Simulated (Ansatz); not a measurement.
# Li at a quarter monolayer on different metals

How does the change of the work function by Li depend on the metal face under it?

How it was computed: Ansatz 0.2.0, plane waves with PAW datasets (its set soft_2), PBE; unreconstructed slabs of 4 layers at the tabulated experimental lattice constant with the lower two held, one adsorbate in a 2×2 cell relaxed from the site named, 6×6 k-points (12×12 for the clean 1×1 cell), 18 Å of vacuum, dipole correction. The dipole per adsorbate is the change of the cell's dipole; electronegativities are Pauling's.

What came out:

```tsv
system	starting site	electronegativity, adsorbate less metal	clean (eV)	covered (eV)	change (eV)	dipole per adsorbate (D)
Li/Pt(111)	fcc	−1.30	5.70	2.55	−3.16	+2.21
Li/Ni(111)	fcc	−0.93	5.07	2.06	−3.01	+1.71
Li/Co(0001)	fcc	−0.90	4.93	2.07	−2.85	+1.64
Li/Au(111)	fcc	−1.56	5.16	2.33	−2.83	+2.21
Li/Rh(111)	fcc	−1.30	5.17	2.34	−2.83	+1.88
Li/Cu(111)	fcc	−0.92	4.79	2.04	−2.74	+1.65
Li/Ru(0001)	fcc	−1.22	5.05	2.31	−2.74	+1.85
Li/Pd(111)	fcc	−1.22	5.27	2.54	−2.73	+1.90
Li/W(110)	hollow	−1.38	4.84	2.46	−2.39	+1.78
Li/Ni(100)	hollow	−0.93	4.88	2.50	−2.39	+1.58
Li/Ag(111)	fcc	−0.95	4.47	2.22	−2.25	+1.69
Li/Ta(110)	hollow	−0.52	4.77	2.56	−2.21	+1.80
Li/Cu(100)	hollow	−0.92	4.57	2.38	−2.19	+1.49
Li/Mo(110)	hollow	−1.18	4.60	2.50	−2.10	+1.54
Li/Nb(110)	hollow	−0.62	4.49	2.48	−2.01	+1.64
Li/Al(100)	hollow	−0.63	4.29	2.45	−1.84	+1.61
Li/Ti(0001)	fcc	−0.56	4.37	2.53	−1.84	+1.47
Li/Al(111)	fcc	−0.63	4.02	2.21	−1.81	+1.41
```

What this shows: The change runs from −3.16 eV (Li/Pt(111)) to −1.81 eV (Li/Al(111)); falls of over 0.15 eV: 18, rises: 0, in between: 0. The covered faces span 2.04 to 2.56 eV and the clean ones 4.02 to 5.70 eV; covered follows clean with a slope of 0.03, where 0 would mean that the adsorbate alone sets the work function and 1 a step that doesn't depend on the clean value; the points scatter about that line by 0.17 eV. A positive dipole has its positive end outwards. Worked for Li/Pt(111): +2.21 D is +0.460 e·Å, one in 26.6 Å², and the Helmholtz step −180.95 V·Å × p/A is −3.13 eV against a change of −3.16 eV; what is left is a shift on the thin slab's other side.

**Limits.** A quarter monolayer means unlike densities on unlike faces. One starting site was run; real layers may sit elsewhere, sink into the surface or rebuild it. Changes under about 0.15 eV are within the error of slabs this thin. Only Co and Ni were run with spin. The table is a selection: not every member that was run is listed.

[Logs are printed without paths, hosts, clocks, repeated set-up lines and the standing remarks that a program may print on its own settings, such as how far it seeks lower states.]
